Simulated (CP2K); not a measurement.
5-fluoropyrimidine has these distinct C atoms: C2 (bonded to 2 C and F), C3 (bonded to C, N and H) and C5 (bonded to 2 N and H).

```xyz
10

F    -2.4316    0.0977    0.2626
C    -1.0803    0.0410    0.1133
C    -0.3362    1.2140    0.0395
N     0.9986    1.1681   -0.0999
C     1.5443   -0.0598   -0.1602
N     0.9066   -1.2421   -0.1010
C    -0.4288   -1.1858    0.0372
H    -0.8185    2.1929    0.0916
H     2.6298   -0.1006   -0.2698
H    -0.9839   -2.1253    0.0868
```

Their partial C K spectra (CP2K XAS_TDP, all-electron GAPW, PBEh(45%), aug-cc-pVDZ, TDA, GW2X-corrected core level, no relativity) are given in random order, each times the number of alike atoms.

Gaussian full width 0.5 eV, oscillator strength per eV, alike atoms added, rows of zeros left out:

| E (eV) | curve 1 | curve 2 | curve 3 |
| --- | --- | --- | --- |
| 286.75 | 0.000 | 0.001 | 0.000 |
| 287.00 | 0.000 | 0.021 | 0.000 |
| 287.25 | 0.003 | 0.130 | 0.000 |
| 287.50 | 0.035 | 0.201 | 0.000 |
| 287.75 | 0.106 | 0.077 | 0.000 |
| 288.00 | 0.080 | 0.007 | 0.000 |
| 288.25 | 0.015 | 0.000 | 0.000 |
| 288.50 | 0.001 | 0.000 | 0.000 |
| 288.75 | 0.000 | 0.000 | 0.001 |
| 289.00 | 0.000 | 0.000 | 0.016 |
| 289.25 | 0.000 | 0.000 | 0.079 |
| 289.50 | 0.000 | 0.000 | 0.099 |
| 289.75 | 0.000 | 0.001 | 0.031 |
| 290.00 | 0.000 | 0.003 | 0.002 |
| 290.25 | 0.000 | 0.003 | 0.000 |
| 290.50 | 0.000 | 0.001 | 0.000 |
| 291.25 | 0.000 | 0.001 | 0.000 |
| 291.50 | 0.000 | 0.011 | 0.009 |
| 291.75 | 0.006 | 0.045 | 0.055 |
| 292.00 | 0.021 | 0.048 | 0.085 |
| 292.25 | 0.018 | 0.016 | 0.033 |
| 292.50 | 0.004 | 0.013 | 0.003 |
| 292.75 | 0.004 | 0.012 | 0.000 |
| 293.00 | 0.006 | 0.009 | 0.000 |
| 293.25 | 0.005 | 0.010 | 0.001 |
| 293.50 | 0.004 | 0.011 | 0.002 |
| 293.75 | 0.003 | 0.010 | 0.001 |
| 294.00 | 0.006 | 0.015 | 0.002 |
| 294.25 | 0.012 | 0.045 | 0.007 |
| 294.50 | 0.022 | 0.054 | 0.007 |
| 294.75 | 0.027 | 0.034 | 0.003 |
| 295.00 | 0.020 | 0.016 | 0.003 |
| 295.25 | 0.015 | 0.011 | 0.008 |
| 295.50 | 0.019 | 0.025 | 0.012 |
| 295.75 | 0.015 | 0.038 | 0.016 |
| 296.00 | 0.006 | 0.027 | 0.017 |
| 296.25 | 0.005 | 0.020 | 0.012 |
| 296.50 | 0.016 | 0.032 | 0.008 |
| 296.75 | 0.040 | 0.033 | 0.005 |
| 297.00 | 0.031 | 0.023 | 0.006 |
| 297.25 | 0.010 | 0.017 | 0.005 |
| 297.50 | 0.018 | 0.012 | 0.004 |
| 297.75 | 0.032 | 0.026 | 0.002 |
| 298.00 | 0.018 | 0.031 | 0.008 |
| 298.25 | 0.006 | 0.043 | 0.021 |
| 298.50 | 0.016 | 0.045 | 0.016 |

Which curve belongs to which atom?

Curve 1: C5 (bonded to 2 N and H), leading line at 287.82 eV (f = 0.060 an atom), ionisation energy 294.03 eV, term value 6.21 eV. Curve 2: C3 (bonded to C, N and H), leading line at 287.45 eV (f = 0.055 an atom), ionisation energy 293.93 eV, term value 6.48 eV. Curve 3: C2 (bonded to 2 C and F), leading line at 289.42 eV (f = 0.057 an atom), ionisation energy 295.00 eV, term value 5.58 eV. The leading line of an atom is its first one with 35 % of the strongest within 2.5 eV of its lowest line over the strength cut. A line lies at the core ionisation energy, which rises as an atom loses charge to its neighbours or to a π system, less the term value, which is large for a low π* or σ* orbital with weight on that atom.

[Banner, clock and machine lines of the logs are left out without a mark of their own.]

[Logs are printed without paths, hosts, clocks, repeated set-up lines and the standing remarks that a program may print on its own settings, such as how far it seeks lower states.]

[Hosts, paths, dates, database ids (printed as entryN), source tags and the programs' standing remarks are cut or masked in the printed files.]
